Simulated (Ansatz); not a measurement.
# Li2H2Os: relaxing a made-up structure, part 2 of 2

This structure for Li2H2Os is made up. Its elements were placed in a known structure type with a cell scaled to their sizes. What cell does the guess relax to, and how far off was it?

Ansatz 0.2.0; DFT, PBEsol, plane-wave PAW, files of the set soft_1, scalar-relativistic, no spin, cell and ions relaxed at zero pressure; PAW set soft_1 (the session's first sound run).

So far: Set-up; Relaxation of the guess. The relaxed cell has a, b, c = 2.612, 3.079, 10.787 Å (conventional setting).

## 3. Electronic structure of the relaxed cell

A second self-consistent run takes a narrower smearing and the mesh shown in its input; the bands follow along the standard path of the relaxed lattice.

This step: DFT, PBEsol, plane-wave PAW, files of the set soft_1, scalar-relativistic, no spin, bands and density of states at the relaxed cell; PAW set soft_1 (Ansatz 0.2.0).

The input, input.yaml:

```yaml
crystal:
  lattice:
    - [-1.3062477975, 1.5393438049, 5.3934288221]
    - [1.3062477975, -1.5393438049, 5.3934288221]
    - [1.3062477975, 1.5393438049, -5.3934288221]
  atoms:
    - { symbol: Os, position: [0.0, 0.0, 0.0] }
    - { symbol: Li, position: [0.3451972565, 0.3451972565, 0.0] }
    - { symbol: Li, position: [0.6548027435, 0.6548027435, 0.0] }
    - { symbol: H, position: [0.1618388093, 0.1618388093, 0.0] }
    - { symbol: H, position: [0.8381611907, 0.8381611907, 0.0] }
kpoints:
  mp_grid: { grid: [16, 16, 16] }
  band_path:
    path:
      - [[0.0, 0.0, 0.0], [-0.2646643, 0.2646643, 0.2646643], [-0.49429944, 0.49429944, 0.03502915], [-0.5, 0.5, 0.0], [-0.75, 0.25, 0.25], [-0.5, 0.0, 0.5], [-0.7353357, -0.2646643, 0.7353357], [-0.5, -0.5, 0.5], [0.0, 0.0, 0.0], [-0.27036486, 0.27036486, -0.27036486], [-0.5, 0.0, 0.0], [-0.75, 0.25, 0.25]]
      - [[-0.50570056, 0.50570056, -0.03502915], [-0.27036486, 0.27036486, -0.27036486]]
      - [[-0.72963514, -0.27036486, 0.27036486], [-0.5, -0.5, 0.5]]
    npoints: 6
scf:
  occupations: { method: fermi_dirac, width: 0.03 }
  n_extra_bands: 9
hamiltonian:
  xc: pbesol
  pseudopotentials: { kind: paw, azcp: { folder: soft_1 }, xc_functional: pbe }
output:
  forces: true
  stress: true
  write_bands: true
  dos: { projected: true }
  write_density: true
  write_potential: true
  elf: true
  volumetric_format: npy
```

Command:

```
> ansatz run input.yaml --threads 4 --pin off --max-ram 8192MiB --backend cpu --events-out ev --progress --plain --runs-dir out
```

Numbers of over 12 decimals in the logs are rounded to 6 here.

The program printed:

```text
[...]
Crystal: 5 atoms, lattice volume = 43.380 Å³
Basis set: ecut = 420 eV, 851 PW (Γ), FFT grids on a1−a2, a2, a2+a3, exchange–correlation on 54×80×36 points (8 copies of the dense FFT grid, shifted against one another)
Bands: 21, of which v1, the nominal top of the filled ones, is band 12 counted from 1 (11 counted from 0)
Symmetry: 8 space group operations
[...]
k-points: 621 of 4096
[...]
SCF iter   1: F=—  HF=-11690.773014 eV  |F-HF|=—  |Δ(HF+E_count)|=         —  Δρ=8.79e-2  dr2=4.64e0  ethr=3.10e-3  ⟨swp⟩=4.6  Hψ=52524  notcnv=0
[...]
SCF iter   7: F=-11689.759691 eV  HF=-11689.759691 eV  |F-HF|=1.47e-8  |Δ(HF+E_count)|=   1.06e-8  Δρ=9.98e-6  dr2=2.96e-8  ethr=4.17e-10  ⟨swp⟩=12.2  Hψ=81152  notcnv=0
SCF 1 converged in 7 iterations: F = -11689.759691 eV  dr2 = 2.96e-8
[...]
NSCF: frozen V_eff on 81 k-points
SCF converged after 7 iterations
Free energy (F): -11689.759691 eV
[...]
Internal energy: -11689.755041 eV  (E = F + TS)
E sigma→0 (E₀):  -11689.757366 eV
Entropy (-TS):   -0.004651 eV (-0.930 meV/atom)
Fermi energy:    10.284900 eV
[...]
--- Forces (eV/Å), atoms counted from 1 ---
  atom   1  Os     0.00000000     0.00000000     0.00000000
  atom   2  Li     0.00000000     0.00000000    -0.03237384
  atom   3  Li     0.00000000     0.00000000     0.03237384
  atom   4  H      0.00000000     0.00000000     0.00748389
  atom   5  H      0.00000000     0.00000000    -0.00748389
  max |Σ_I F_I| component: 8.67e-18 eV/Å
--- Stress (GPa, compression-positive) ---
       -0.190643       0.000000       0.000000
        0.000000      -0.936620       0.000000
        0.000000       0.000000       0.893544
  P = ⅓ Tr σ = -0.0779 GPa (-0.779 kbar)
--- Band table (eV; the first three rows and the last of 621) ---
  k-point 0: bands = [... 8 lower, 5.5526, 6.2944, 9.1735, 10.0989, 10.8845, 11.8787, 17.1431, 18.1711, ... 5 higher]
  k-point 1: bands = [... 8 lower, 5.5613, 6.4290, 9.0965, 10.1744, 10.6738, 11.6123, 17.2649, 18.1104, ... 5 higher]
  k-point 2: bands = [... 8 lower, 5.5947, 6.8240, 8.8935, 10.1404, 10.3776, 10.9382, 17.0939, 17.8597, ... 5 higher]
  k-point 620: bands = [... 8 lower, 4.7764, 6.3289, 9.2613, 10.9076, 11.8789, 13.0392, 16.2472, 16.3632, ... 5 higher]
```

Elapsed: 9 s, on 4 threads of Arm Neoverse V2, shared host; peak memory 0.69 GiB.

This step gave:

| Quantity | Value |
| --- | --- |
| free energy | -11689.7597 eV |
| energy at zero smearing | -11689.7574 eV |
| smearing term TS | 0.004651 eV |
| Fermi energy | 10.28 eV |
| pressure | -0.07791 GPa |

From bands.tsv, the bands that come nearest the Fermi level along the path, at its corners, in eV from the Fermi level:

```
point  band 8  band 9  band 10  band 11  band 12  band 13  band 14  band 15
    Γ   -6.06   -4.73    -3.99    -1.11    -0.19     0.60     1.59     6.86
    X   -4.89   -3.85    -2.96    -2.01    -0.14     0.19     2.63     5.79
    L   -4.52   -3.97    -2.92    -2.43     0.56     2.02     2.72     4.03
    T   -4.56   -3.93    -2.72    -2.65     0.60     2.41     2.45     3.92
    W   -4.57   -3.92    -2.71    -2.68     1.14     1.41     2.45     4.16
    R   -4.57   -4.03    -2.95    -2.03    -0.13     0.29     2.44     5.55
   X1   -4.89   -3.85    -2.96    -2.01    -0.14     0.19     2.63     5.79
    Z   -7.38   -5.51    -3.96    -1.02     0.62     1.59     2.75     5.96
    Γ   -6.06   -4.73    -3.99    -1.11    -0.19     0.60     1.59     6.86
    Y   -5.95   -4.88    -3.26    -1.16     0.54     0.83     1.35     3.52
    S   -5.73   -4.88    -3.35    -1.00     0.53     0.83     1.31     3.08
    W   -4.57   -3.92    -2.71    -2.68     1.14     1.41     2.45     4.16
   L1   -4.52   -3.97    -2.92    -2.43     0.56     2.02     2.72     4.03
    Y   -5.95   -4.88    -3.26    -1.16     0.54     0.83     1.35     3.52
   Y1   -5.95   -4.88    -3.26    -1.16     0.54     0.83     1.35     3.52
    Z   -7.38   -5.51    -3.96    -1.02     0.62     1.59     2.75     5.96
```

Counts of states for the cell as run, both spins, by energy window (eV from the Fermi level):

```
from  to  total
  -8  -7   0.83
  -7  -6   0.92
  -6  -5   1.02
  -5  -4   1.61
  -4  -3   2.00
  -3  -2   1.90
  -2  -1   1.66
  -1   0   1.60
   0   1   1.71
   1   2   0.97
   2   3   0.85
   3   4   0.75
   4   5   1.02
   5   6   1.19
```

Below -8 eV lie 12.5 more states.

Electrostatic potential energy in the ab plane of the cell as run, not the conventional one, at fractional z = 0.000, with atoms of Os and Li and H within 0.2 Å of it. With pseudopotentials it is smooth inside the atoms' cores, unlike the true potential.

Values in eV, 16 rows by 16 columns, each cell a mean:
```
-60 -59 -43  -7   8  10  10  10  10  11  10   6   1   1 -22 -54
-50 -59 -52 -23   3  10  10   8   8   9  10   6 -14 -16  -3 -22
-14 -35 -42 -27  -2   8   9   5  -1   1   7   9  -2 -26 -16   1
  6  -2 -13 -13  -1   8  10   6  -9 -16  -7   5   8  -2 -14   1
 10   9   6   4   5   9  11   9  -4 -23 -26 -10   5   9   6   6
 10  10  10   9  10  11  12  12   7 -11 -29 -26  -7   7  10  10
 10   9   8   8  10  12  13  13  12   6 -11 -23 -16   1   9  11
 10   9   5  -1   2   9  12  13  13  12   7  -4  -9  -1   8  10
 11  10   5  -9 -16  -7   7  12  13  13  12   9   6   5   8  10
 11  10   8  -4 -22 -27 -11   7  12  13  12  11  10   9  10  10
  9   9   9   6 -10 -29 -27  -7   9  12  11   9   8   8  10  10
  7  -2   3   8   4 -10 -22 -16   2  10  10   5  -1  -2   3   8
  4  -9 -22  -2   8   6  -4  -9  -1   8   9   4 -13 -27 -23  -7
-17  -2 -20 -22   3   9   8   5   5   8  10   6 -13 -42 -52 -43
-52 -21  -2  -9  -2   9  10  10   9   9  10   9  -2 -35 -58 -59
-60 -52 -17   4   7   9  11  11  10  10  10   9   6 -14 -50 -60
```
Columns run along a (5.8 Å; values clipped at the 3rd and 97th percentile), rows up along b (5.8 Å). Atoms in or near the plane, at fractional coordinates: Os at (0.00, 0.00), Li at (0.35, 0.35), Li at (0.65, 0.65), H at (0.16, 0.16), H at (0.84, 0.84).

Valence density in the ab plane of the cell as run, not the conventional one, at fractional z = 0.000, with atoms of Os and Li and H within 0.2 Å of it. It is the smooth field of the valence electrons, not physical close to the nuclei.

Ten even steps from '0' (0.1 e/Å³) to '9' (8.2 e/Å³), each cell a mean:
```
9941000000000026
5762000000001102
1342000000000110
0011000002000010
0000000005610000
0000000002860000
0000000000252000
0000000000000000
0000210000000000
0000472000000000
0000187100000000
0000014200000000
0110000000001221
1011000000001464
6101000000000379
9610000000000159
```
Columns run along a (5.8 Å), rows up along b (5.8 Å). Atoms in or near the plane, at fractional coordinates: Os at (0.00, 0.00), Li at (0.35, 0.35), Li at (0.65, 0.65), H at (0.16, 0.16), H at (0.84, 0.84).

ELF in the ab plane of the cell as run, not the conventional one, at fractional z = 0.000, with atoms of Os and Li and H within 0.2 Å of it. It is the smooth field of the valence electrons, not physical close to the nuclei.

Values, 16 rows by 16 columns, each cell a mean:
```
0.49 0.55 0.55 0.35 0.44 0.64 0.56 0.25 0.11 0.35 0.83 0.95 0.87 0.50 0.33 0.51
0.54 0.58 0.58 0.48 0.34 0.37 0.31 0.13 0.05 0.12 0.58 0.95 0.99 0.92 0.52 0.33
0.36 0.54 0.52 0.44 0.35 0.32 0.23 0.07 0.08 0.07 0.17 0.70 0.98 1.00 0.93 0.50
0.44 0.36 0.43 0.35 0.28 0.30 0.27 0.09 0.18 0.49 0.27 0.21 0.73 0.98 0.99 0.88
0.73 0.39 0.33 0.31 0.26 0.27 0.30 0.17 0.11 0.68 0.85 0.37 0.20 0.70 0.95 0.95
0.77 0.47 0.30 0.30 0.30 0.29 0.31 0.27 0.10 0.28 0.85 0.85 0.25 0.17 0.59 0.82
0.47 0.31 0.16 0.15 0.22 0.29 0.31 0.30 0.22 0.09 0.28 0.68 0.48 0.06 0.13 0.36
0.16 0.11 0.05 0.08 0.08 0.14 0.25 0.29 0.29 0.22 0.11 0.13 0.20 0.07 0.05 0.12
0.23 0.10 0.04 0.23 0.43 0.19 0.10 0.23 0.29 0.30 0.27 0.17 0.09 0.07 0.13 0.26
0.67 0.46 0.13 0.16 0.74 0.79 0.28 0.10 0.25 0.31 0.30 0.30 0.27 0.22 0.29 0.55
0.90 0.90 0.63 0.17 0.37 0.88 0.80 0.18 0.14 0.29 0.29 0.27 0.30 0.32 0.36 0.63
0.83 0.98 0.97 0.69 0.19 0.37 0.75 0.41 0.07 0.23 0.30 0.26 0.28 0.36 0.34 0.43
0.50 0.92 1.00 0.98 0.69 0.17 0.17 0.23 0.07 0.15 0.31 0.31 0.35 0.44 0.49 0.35
0.34 0.55 0.94 0.99 0.97 0.63 0.13 0.04 0.05 0.16 0.31 0.33 0.42 0.53 0.58 0.55
0.50 0.32 0.55 0.92 0.98 0.90 0.45 0.09 0.11 0.31 0.48 0.40 0.35 0.54 0.58 0.55
0.48 0.51 0.34 0.50 0.83 0.89 0.67 0.21 0.14 0.47 0.77 0.73 0.45 0.36 0.54 0.50
```
Columns run along a (5.8 Å), rows up along b (5.8 Å). Atoms in or near the plane, at fractional coordinates: Os at (0.00, 0.00), Li at (0.35, 0.35), Li at (0.65, 0.65), H at (0.16, 0.16), H at (0.84, 0.84).

## 4. Summary of results

* space group, relaxed: Immm
* conventional cell: a = 2.612, b = 3.079, c = 10.787 Å; α = 90.0°, β = 90.0°, γ = 90.0°
* volume per atom: 8.68 Å³ (guess 9.45)

In words: Li2H2Os relaxes to Immm with a = 2.612, b = 3.079 and c = 10.787 Å. The guessed volume was 9 % too large. The space group Immm was held in the relaxation, so the end point is a stationary structure within it and may be a saddle against distortions or other arrangements. Bands cross the Fermi level, so it is a metal or semimetal at this level. On the 16×16×16 mesh with the narrower smearing (relaxed on 12×12×12) the largest force component is 0.032 eV/Å and the largest stress component is 0.937 GPa, against the relaxation's thresholds of 0.015 eV/Å and 0.05 GPa. The cutoff wasn't tested. Spin-orbit coupling is left out, which can matter for elements this heavy. No dispersion term is used, so weakly bound directions may come out too long. The runs have no spin, and magnetism wasn't tested. Nothing here tests whether the compound is stable against decomposition.

[Logs are printed without paths, hosts, clocks, repeated set-up lines and the standing remarks that a program may print on its own settings, such as how far it seeks lower states.]

[Hosts, paths, dates, database ids (printed as entryN), source tags and the programs' standing remarks are cut or masked in the printed files.]
